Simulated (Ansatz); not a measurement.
# Cl on Ag(100): change of the work function

How does Cl on the hollow site change the work function of Ag(100) as the layer fills?

Program: Ansatz 0.2.0. Level of theory: plane-wave DFT, PBE, Ansatz PAW. Results are calculated unless marked as measured.

### Step 1. The starting structure

The cell holds 4 atoms: 4 Ag. Cell: a = 2.892 Å, b = 2.892 Å, c = 24.135 Å, α = 90.0°, β = 90.0°, γ = 90.0°. Vacuum lies along c.

### Step 2. The clean slab

The bare slab comes first, as the zero from which every change is counted. The two lowest layers are held at bulk places and the upper ones relax. The dipole correction removes the false field that a one-sided slab makes across the periodic vacuum, so each face gets a flat vacuum level of its own.

Contents of input.yaml:

```yaml
crystal:
  lattice:
    - [2.8920667351, 0.0, 0.0]
    - [0.0, 2.8920667351, 0.0]
    - [0.0, 0.0, 24.135]
  atoms:
    - { symbol: Ag, position: [0.5, 0.5, 0.3729024239] }
    - { symbol: Ag, position: [0.0, 0.0, 0.4576341413] }
    - { symbol: Ag, position: [0.5, 0.5, 0.5423658587] }
    - { symbol: Ag, position: [0.0, 0.0, 0.6270975761] }
kpoints:
  mp_grid: { grid: [12, 12, 1] }
hamiltonian:
  xc: pbe
scf:
  occupations: { method: fermi_dirac, width: 0.1 }
  convergence: { dr2_threshold: 1.0e-08 }
efield:
  axis: 3
  dipole_correction: true
  ramp_position: 0.97
  ramp_width: 0.06
relax:
  f_tol: 0.02
  max_steps: 60
  constraints: [{ sites: [0, 1] }]
output:
  write_potential: true
  write_density: true
  volumetric_format: npy
```

The run is started by

```bash
ansatz run input.yaml --threads 4 --pin off --max-ram 6144MiB --backend cpu --events-out ev --progress --plain --runs-dir out
```

Numbers of over 12 decimals in the logs are rounded to 6 here.

The log of the run:

```text
Engine: ansatz 0.2.0, aarch64-unknown-linux-gnu
Pseudopotentials: kind: paw
Pseudopotential: Ag, paw, valence charge 19, recommended cutoff 420 eV (normal), Ag.paw.azcp
Functional definition: PBE
  parameter kappa = 0.804
  parameter beta = 0.066725
  exchange = pbe_x(kappa = kappa, mu = beta*pi^2/3)
  correlation = pbe_c(beta = beta)
Crystal: 4 atoms, lattice volume = 201.866 Å³
Basis set: ecut = 420 eV, 3917 PW (Γ), exchange–correlation on 40×40×324 points (8 copies of the dense FFT grid, shifted against one another)
Bands: 46, of which v1, the nominal top of the filled ones, is band 38 counted from 1 (37 counted from 0)
Symmetry: 8 space group operations
k-points: 28 of 144
Non-local potential: Ag, projectors of the file, l = 0: 3, l = 1: 2, l = 2: 2, l = 3: 1
PAW form: soft (Blöchl's): semilocal exchange-correlation on the pseudo side does not see the compensation charge
PAW one-centre angular grid: Ag, 590 points (default); XC on 64 Gauss nodes
Initial density: superposition of atomic densities (neutral atoms: chi_scale 0, normalization atom), corrected by the library's trained network
Initial wavefunctions: pseudopotential atomic-orbital guess
Functional: x = pbe(κ = 0.804, μ = 0.219515), c = pbe(β = 0.066725)
SCF iter   1: F=—  HF=-30361.340084 eV  |F-HF|=—  |Δ(HF+E_count)|=         —  Δρ=9.03e-4  dr2=2.92e-3  ethr=1.77e-3  p=0.000 e·Å  D=3.51e-13 V/Å  ΔV_dip=-0.00 eV  dr2_dipole=4.42e-9  V_vac-E_F(+/−)=4.19/4.19 eV  ⟨swp⟩=7.9  Hψ=5507  notcnv=0  defer=6
efield: sawtooth ramp at fractional position 0.9700 (set: `efield.ramp_position`, or a place that a band, a saddle search or an elastic batch's reference lends), width 0.0600; the density the first Hamiltonian is built on has a dipole p = 0.000 e·Å; the dipole correction subtracts the counter field D = 3.51e-13 V/Å, which shifts the + side's vacuum level by -0.00 eV against the − side's; the planar-averaged density in the ramp window peaks in size at 4.8e-6 e/Å³
preconditioner: auto → LDOS  [metal: Δε(μ)=0.119 eV  Ē_g=9.007 eV  σ=0.100 eV  W_gap=0.28  n_scr=44 (ndim 8)  ℏωp=17.3 eV  f_vac=0.610  D(μ)=1.07/eV (n_scr^D=6)  β→1.0]
SCF iter   2: F=—  HF=-30361.345092 eV  |F-HF|=—  |Δ(HF+E_count)|=   5.01e-3  Δρ=8.96e-4  dr2=1.74e-3  ethr=3.84e-6  p=-0.000 e·Å  D=-7.65e-6 V/Å  ΔV_dip=0.00 eV  dr2_dipole=1.71e-9  V_vac-E_F(+/−)=4.23/4.23 eV  ⟨swp⟩=3.0  Hψ=3082  notcnv=0  defer=35
SCF iter   3: F=—  HF=-30361.344733 eV  |F-HF|=—  |Δ(HF+E_count)|=   3.60e-4  Δρ=3.66e-4  dr2=2.21e-4  ethr=2.29e-6  p=-0.000 e·Å  D=-3.20e-6 V/Å  ΔV_dip=0.00 eV  dr2_dipole=1.41e-9  V_vac-E_F(+/−)=4.23/4.23 eV  ⟨swp⟩=2.1  Hψ=2096  notcnv=0  defer=35
SCF iter   4: F=—  HF=-30361.344692 eV  |F-HF|=—  |Δ(HF+E_count)|=   4.03e-5  Δρ=5.37e-5  dr2=7.54e-6  ethr=2.91e-7  p=-0.000 e·Å  D=-1.94e-6 V/Å  ΔV_dip=0.00 eV  dr2_dipole=2.66e-10  V_vac-E_F(+/−)=4.23/4.23 eV  ⟨swp⟩=2.1  Hψ=1960  notcnv=0  defer=35
SCF iter   5: F=—  HF=-30361.344706 eV  |F-HF|=—  |Δ(HF+E_count)|=   1.38e-5  Δρ=2.23e-5  dr2=1.20e-6  ethr=9.92e-9  p=-0.000 e·Å  D=-8.37e-7 V/Å  ΔV_dip=0.00 eV  dr2_dipole=2.88e-11  V_vac-E_F(+/−)=4.23/4.23 eV  ⟨swp⟩=2.3  Hψ=2137  notcnv=0  defer=35
SCF iter   6: F=—  HF=-30361.344706 eV  |F-HF|=—  |Δ(HF+E_count)|=   1.67e-7  Δρ=7.89e-6  dr2=1.50e-7  ethr=1.58e-9  p=-0.000 e·Å  D=-2.98e-7 V/Å  ΔV_dip=0.00 eV  dr2_dipole=1.03e-12  V_vac-E_F(+/−)=4.23/4.23 eV  ⟨swp⟩=2.0  Hψ=1850  notcnv=0  defer=35
SCF iter   7: F=-30361.344706 eV  HF=-30361.344706 eV  |F-HF|=1.87e-8  |Δ(HF+E_count)|=   2.77e-8  Δρ=2.32e-6  dr2=9.53e-9  ethr=1.32e-11  p=-0.000 e·Å  D=-1.45e-7 V/Å  ΔV_dip=0.00 eV  dr2_dipole=8.73e-14  V_vac-E_F(+/−)=4.23/4.23 eV  ⟨swp⟩=7.4  Hψ=8701  notcnv=0
SCF 1 converged in 7 iterations: F = -30361.344706 eV  dr2 = 9.53e-9
  greatest PAW one-centre occupation: 1.000 electrons in one spin orbital (limit 2), on the Ag atom at site 1 (counted from 0), in its partial waves of l = 0
relax step   1: F+E_penalty+E_count = -30361.34470629 eV  Δ(F+E_penalty+E_count) = +0.000e0 eV  max|allowed force component| = 1.102e-1 eV/Å  Δτ_max = 0.0000 Å  (7 SCF iters, accepted)
Initial density: handed on by an earlier stage of this run
Initial wavefunctions: those handed on with the density
iter 1 solved again at ethr=3.44e-5 eV; its pass at ethr=3.10e-3 eV (dr2=2.61e-2 eV) is discarded
SCF iter   1: F=—  HF=-30361.358109 eV  |F-HF|=—  |Δ(HF+E_count)|=         —  Δρ=3.49e-3  dr2=2.40e-2  ethr=3.44e-5  p=0.000 e·Å  D=1.12e-7 V/Å  ΔV_dip=-0.00 eV  dr2_dipole=3.97e-5  V_vac-E_F(+/−)=4.24/4.24 eV  ⟨swp⟩=2.0  Hψ=5174  notcnv=0  defer=46
efield: sawtooth ramp at fractional position 0.9700 (set: `efield.ramp_position`, or a place that a band, a saddle search or an elastic batch's reference lends), width 0.0600; the density the first Hamiltonian is built on has a dipole p = 0.000 e·Å; the dipole correction subtracts the counter field D = 1.12e-7 V/Å, which shifts the + side's vacuum level by -0.00 eV against the − side's; the planar-averaged density in the ramp window peaks in size at 6.4e-7 e/Å³
preconditioner: auto → LDOS  [metal: Δε(μ)=0.119 eV  Ē_g=8.924 eV  σ=0.100 eV  W_gap=0.29  n_scr=44 (ndim 8)  ℏωp=17.3 eV  f_vac=0.604  D(μ)=1.17/eV (n_scr^D=6)  β→1.0]
SCF iter   2: F=—  HF=-30361.356349 eV  |F-HF|=—  |Δ(HF+E_count)|=   1.76e-3  Δρ=2.86e-3  dr2=3.09e-2  ethr=3.16e-5  p=0.002 e·Å  D=1.76e-3 V/Å  ΔV_dip=-0.04 eV  dr2_dipole=4.06e-3  V_vac-E_F(+/−)=4.19/4.23 eV  ⟨swp⟩=2.0  Hψ=2336  notcnv=0  defer=46
SCF iter   3: F=—  HF=-30361.350080 eV  |F-HF|=—  |Δ(HF+E_count)|=   6.27e-3  Δρ=5.21e-4  dr2=9.87e-4  ethr=3.16e-5  p=-0.000 e·Å  D=-2.51e-4 V/Å  ΔV_dip=0.01 eV  dr2_dipole=1.99e-4  V_vac-E_F(+/−)=4.24/4.24 eV  ⟨swp⟩=2.0  Hψ=1949  notcnv=0  defer=46
SCF iter   4: F=—  HF=-30361.350182 eV  |F-HF|=—  |Δ(HF+E_count)|=   1.02e-4  Δρ=6.32e-4  dr2=7.38e-4  ethr=1.30e-6  p=-0.000 e·Å  D=-2.97e-4 V/Å  ΔV_dip=0.01 eV  dr2_dipole=1.08e-7  V_vac-E_F(+/−)=4.24/4.24 eV  ⟨swp⟩=2.0  Hψ=2295  notcnv=0  defer=46
SCF iter   5: F=—  HF=-30361.349986 eV  |F-HF|=—  |Δ(HF+E_count)|=   1.95e-4  Δρ=3.60e-5  dr2=2.35e-6  ethr=9.71e-7  p=-0.001 e·Å  D=-5.46e-4 V/Å  ΔV_dip=0.01 eV  dr2_dipole=2.99e-7  V_vac-E_F(+/−)=4.25/4.24 eV  ⟨swp⟩=2.0  Hψ=2232  notcnv=0  defer=46
SCF iter   6: F=—  HF=-30361.350015 eV  |F-HF|=—  |Δ(HF+E_count)|=   2.86e-5  Δρ=1.30e-5  dr2=3.16e-7  ethr=3.10e-9  p=-0.001 e·Å  D=-5.70e-4 V/Å  ΔV_dip=0.01 eV  dr2_dipole=1.51e-8  V_vac-E_F(+/−)=4.25/4.24 eV  ⟨swp⟩=3.0  Hψ=2323  notcnv=0  defer=49
SCF iter   7: F=—  HF=-30361.350015 eV  |F-HF|=—  |Δ(HF+E_count)|=   3.22e-7  Δρ=3.74e-6  dr2=3.72e-8  ethr=4.15e-10  p=-0.001 e·Å  D=-5.79e-4 V/Å  ΔV_dip=0.01 eV  dr2_dipole=1.29e-9  V_vac-E_F(+/−)=4.25/4.24 eV  ⟨swp⟩=2.0  Hψ=1866  notcnv=0  defer=51
SCF iter   8: F=-30361.350015 eV  HF=-30361.350015 eV  |F-HF|=1.02e-8  |Δ(HF+E_count)|=   2.01e-8  Δρ=1.51e-6  dr2=4.03e-9  ethr=1.32e-11  p=-0.001 e·Å  D=-5.85e-4 V/Å  ΔV_dip=0.01 eV  dr2_dipole=9.62e-11  V_vac-E_F(+/−)=4.25/4.24 eV  ⟨swp⟩=9.0  Hψ=8007  notcnv=0
SCF 2 converged in 8 iterations: F = -30361.350015 eV  dr2 = 4.03e-9
relax step   2: F+E_penalty+E_count = -30361.35001537 eV  Δ(F+E_penalty+E_count) = -5.309e-3 eV  max|allowed force component| = 8.596e-2 eV/Å  Δτ_max = 0.1538 Å  (8 SCF iters, accepted)
SCF iter   1: F=—  HF=-30361.354388 eV  |F-HF|=—  |Δ(HF+E_count)|=         —  Δρ=1.45e-3  dr2=4.45e-3  ethr=5.34e-5  p=-0.001 e·Å  D=-5.85e-4 V/Å  ΔV_dip=0.01 eV  dr2_dipole=5.19e-5  V_vac-E_F(+/−)=4.25/4.23 eV  ⟨swp⟩=4.6  Hψ=3474  notcnv=0  defer=50
efield: sawtooth ramp at fractional position 0.9700 (set: `efield.ramp_position`, or a place that a band, a saddle search or an elastic batch's reference lends), width 0.0600; the density the first Hamiltonian is built on has a dipole p = -0.001 e·Å; the dipole correction subtracts the counter field D = -5.85e-4 V/Å, which shifts the + side's vacuum level by +0.01 eV against the − side's; the planar-averaged density in the ramp window peaks in size at 4.0e-7 e/Å³
preconditioner: auto → LDOS  [metal: Δε(μ)=0.130 eV  Ē_g=8.950 eV  σ=0.100 eV  W_gap=0.31  n_scr=44 (ndim 8)  ℏωp=17.3 eV  f_vac=0.606  D(μ)=1.11/eV (n_scr^D=6)  β→1.0]
SCF iter   2: F=—  HF=-30361.354274 eV  |F-HF|=—  |Δ(HF+E_count)|=   1.14e-4  Δρ=1.33e-3  dr2=5.72e-3  ethr=5.85e-6  p=-0.002 e·Å  D=-1.43e-3 V/Å  ΔV_dip=0.03 eV  dr2_dipole=3.82e-4  V_vac-E_F(+/−)=4.27/4.24 eV  ⟨swp⟩=2.3  Hψ=2617  notcnv=0  defer=50
SCF iter   3: F=—  HF=-30361.353009 eV  |F-HF|=—  |Δ(HF+E_count)|=   1.26e-3  Δρ=2.74e-4  dr2=1.68e-4  ethr=5.85e-6  p=-0.001 e·Å  D=-4.82e-4 V/Å  ΔV_dip=0.01 eV  dr2_dipole=1.17e-5  V_vac-E_F(+/−)=4.25/4.23 eV  ⟨swp⟩=2.0  Hψ=2030  notcnv=0  defer=50
SCF iter   4: F=—  HF=-30361.353011 eV  |F-HF|=—  |Δ(HF+E_count)|=   1.58e-6  Δρ=2.42e-4  dr2=1.03e-4  ethr=2.21e-7  p=-0.001 e·Å  D=-5.04e-4 V/Å  ΔV_dip=0.01 eV  dr2_dipole=3.86e-8  V_vac-E_F(+/−)=4.25/4.23 eV  ⟨swp⟩=2.6  Hψ=2285  notcnv=0  defer=50
SCF iter   5: F=—  HF=-30361.352989 eV  |F-HF|=—  |Δ(HF+E_count)|=   2.17e-5  Δρ=8.74e-5  dr2=1.41e-5  ethr=1.35e-7  p=-0.001 e·Å  D=-4.56e-4 V/Å  ΔV_dip=0.01 eV  dr2_dipole=8.83e-9  V_vac-E_F(+/−)=4.24/4.23 eV  ⟨swp⟩=2.0  Hψ=1676  notcnv=0  defer=50
SCF iter   6: F=—  HF=-30361.352999 eV  |F-HF|=—  |Δ(HF+E_count)|=   1.02e-5  Δρ=2.30e-5  dr2=1.02e-6  ethr=1.86e-8  p=-0.000 e·Å  D=-4.19e-4 V/Å  ΔV_dip=0.01 eV  dr2_dipole=2.19e-8  V_vac-E_F(+/−)=4.24/4.23 eV  ⟨swp⟩=2.0  Hψ=2110  notcnv=0  defer=50
SCF iter   7: F=—  HF=-30361.352989 eV  |F-HF|=—  |Δ(HF+E_count)|=   1.01e-5  Δρ=4.56e-6  dr2=5.35e-8  ethr=1.34e-9  p=-0.000 e·Å  D=-4.08e-4 V/Å  ΔV_dip=0.01 eV  dr2_dipole=6.94e-9  V_vac-E_F(+/−)=4.24/4.23 eV  ⟨swp⟩=2.0  Hψ=2053  notcnv=0  defer=50
SCF iter   8: F=-30361.352989 eV  HF=-30361.352989 eV  |F-HF|=3.06e-10  |Δ(HF+E_count)|=   3.55e-9  Δρ=1.26e-6  dr2=3.95e-9  ethr=1.32e-11  p=-0.000 e·Å  D=-4.02e-4 V/Å  ΔV_dip=0.01 eV  dr2_dipole=2.70e-10  V_vac-E_F(+/−)=4.24/4.23 eV  ⟨swp⟩=9.1  Hψ=8152  notcnv=0
SCF 3 converged in 8 iterations: F = -30361.352989 eV  dr2 = 3.95e-9
relax step   3: F+E_penalty+E_count = -30361.35298904 eV  Δ(F+E_penalty+E_count) = -2.974e-3 eV  max|allowed force component| = 6.064e-3 eV/Å  Δτ_max = 0.0609 Å  (8 SCF iters, accepted)
NSCF: frozen V_eff on 28 k-points
the band table was solved once a step of the walk had ended and its energy, with any forces and stress, was formed, with the checks that follow a solve (6827 applications of the Hamiltonian). They found nothing against the state; the energy, forces and stress were not computed again (output.eigenvalues in the input reference)
WARN: The output density's exchange-correlation potential varies sharply where the density is thin. Do not read a vacuum level from v_tot or v_xc, or from such a field of the output density. On a cell that repeats whose density bears no net charge and no dipole along the vacuum's axis use v_es (v_loc + v_h of the components); under efield.dipole_correction with no amplitude use v_es + v_field, which holds any externa [...]
SCF converged after 8 iterations
Free energy (F): -30361.352989 eV
Harris-Foulkes:  -30361.352989 eV  (|F-HF|=3.06e-10)
Internal energy: -30361.314367 eV  (E = F + TS)
E sigma→0 (E₀):  -30361.333678 eV
Entropy (-TS):   -0.038622 eV (-9.655 meV/atom)
Fermi energy:    3.092469 eV
Dipole field:    D = -0.000380 V/Å  (p = -0.000424 e·Å, saw-weighted, corrected)
Work function:   Φ+ = 4.2431 eV   Φ− = 4.2339 eV
Levels:          The Fermi level and band energies are counted from a zero that moves with the ramp; work functions are not
--- Per-component energies (eV) ---
  E_band       = -2008.033151
  E_kinetic    = 2108.706537
  E_local      = -119496.474417  (includes V_loc(G=0)·N_el)
  E_nonlocal   = 321.284068
  E_hartree    = 58822.081403
  E_xc         = -737.592717
  E_vxc        = -936.881144  (∫ρ·V_xc dr)
  E_paw        = -15609.609588  (= ΣΔE_a)
  E_vpaw       = -1648.829281  (= ΣTr[D̂ρ^β])
  E_aug_tail   = 0.001303  (compensation charges beyond the density's cutoff)
  E_efield     = 0.000000  (sawtooth field / dipole correction)
  E_vefield    = 0.001127  (∫n·V_field dr)
  E_ewald      = 44230.289044
  E_smearing   = -0.038622  (= −TS)
  E_closure    = -0.000000  (closes the sum)
  Σ components = -30361.352989   (vs F -30361.352989, Δ=0.00e0)
--- Forces (eV/Å), atoms counted from 1 ---
  atom   1  Ag    -0.00000000     0.00000000    -0.09067581
  atom   2  Ag    -0.00000000     0.00000000     0.08068784
  atom   3  Ag     0.00000000     0.00000000     0.00606429
  atom   4  Ag    -0.00000000     0.00000000     0.00391756
  max |Σ_I F_I| component: 6.12e-6 eV/Å
--- Band table (eV; the first three rows and the last of 28) ---
  k-point 0: bands = [... 34 lower, 0.0459, 0.1262, 0.1943, 0.1943, 0.4083, 2.8425, 4.3409, 7.1872, ... 4 higher]
  k-point 1: bands = [... 34 lower, -0.0926, -0.0274, 0.0815, 0.2166, 0.7221, 3.0451, 4.6143, 7.3181, ... 4 higher]
  k-point 2: bands = [... 34 lower, -0.1400, -0.1245, 0.0515, 0.2137, 1.2303, 3.5782, 5.3249, 7.6855, ... 4 higher]
  k-point 27: bands = [... 34 lower, 0.5700, 0.5876, 5.5749, 5.5749, 7.4400, 7.4400, 9.8432, 9.8432, ... 4 higher]
--- Relaxed structure (3 steps of the walk, 3 accepted, 0 SCFs on fresh bases) ---
  F+E_penalty+E_count = -30361.35298904 eV   max|allowed force component| = 6.064e-3 eV/Å
  atoms:
    - { symbol: Ag, position: [0.5, 0.5, 0.3729024239] }
    - { symbol: Ag, position: [0.0, 0.0, 0.4576341413] }
    - { symbol: Ag, position: [0.5, 0.5, 0.544976] }
    - { symbol: Ag, position: [0, 0.0, 0.630949] }
```

The job ended after 16 s (4 threads of Arm Neoverse V2, shared host; peak memory 0.73 GiB).

Step by step:

```
step  energy less that of the first step (eV)  largest force component (eV/Å)
   1                                   0.0000                          0.1102
   2                                  -0.0053                          0.0860
   3                                  -0.0083                          0.0061
```

Forces are held to the 8 operations that the run works with; a distortion that breaks them can't arise in this run.

The atoms that moved most (Å):

```
atom     dx     dy     dz  length
 Ag4  0.000  0.000  0.093   0.093
 Ag3  0.000  0.000  0.063   0.063
```

Final coordinates:

```xyz
4
Lattice="2.8921 0.0000 0.0000 0.0000 2.8921 0.0000 0.0000 0.0000 24.1350" Properties=species:S:1:pos:R:3
Ag    1.4460    1.4460    9.0000
Ag    0.0000    0.0000   11.0450
Ag    1.4460    1.4460   13.1530
Ag    0.0000    0.0000   15.2279
```

Numbers from this step:

* energy at zero smearing: -30361.3337 eV
* work function, upper face: 4.243 eV
* dipole along the normal: -4.24e-4 e·Å

Running mean over 2.045 Å of the planar mean; the ramp of the sawtooth is left out. Electron's electrostatic potential energy less the Fermi level against z:

```
z (Å)  electron's electrostatic potential energy less the Fermi level (eV)
    3                                                                 4.23
    4                                                                 4.23
    5                                                                 4.23
    6                                                                 4.18
    7                                                                 3.63
    8                                                                -1.25
    9                                                                -5.66
   10                                                                -5.98
   11                                                                -5.98
   12                                                                -5.59
   13                                                                -5.89
   14                                                                -5.79
   15                                                                -5.75
   16                                                                -2.77
   17                                                                 3.10
   18                                                                 4.16
   19                                                                 4.24
   20                                                                 4.24
   21                                                                 4.24
```

The relaxation took 3 steps and lowered the energy by 0.0083 eV; the largest force on the free atoms ends at 0.0061 eV/Å.

The work function of the upper face is 4.24 eV.

(Continued in part 2 of 3.)

[Logs are printed without paths, hosts, clocks, repeated set-up lines and the standing remarks that a program may print on its own settings, such as how far it seeks lower states.]

[Hosts, paths, dates, database ids (printed as entryN), source tags and the programs' standing remarks are cut or masked in the printed files.]

[Maps of the electrostatic potential energy from Ansatz leave out the sawtooth potential of an applied field or a dipole correction, so their vacuum need not be flat; planar profiles and work functions include it.]
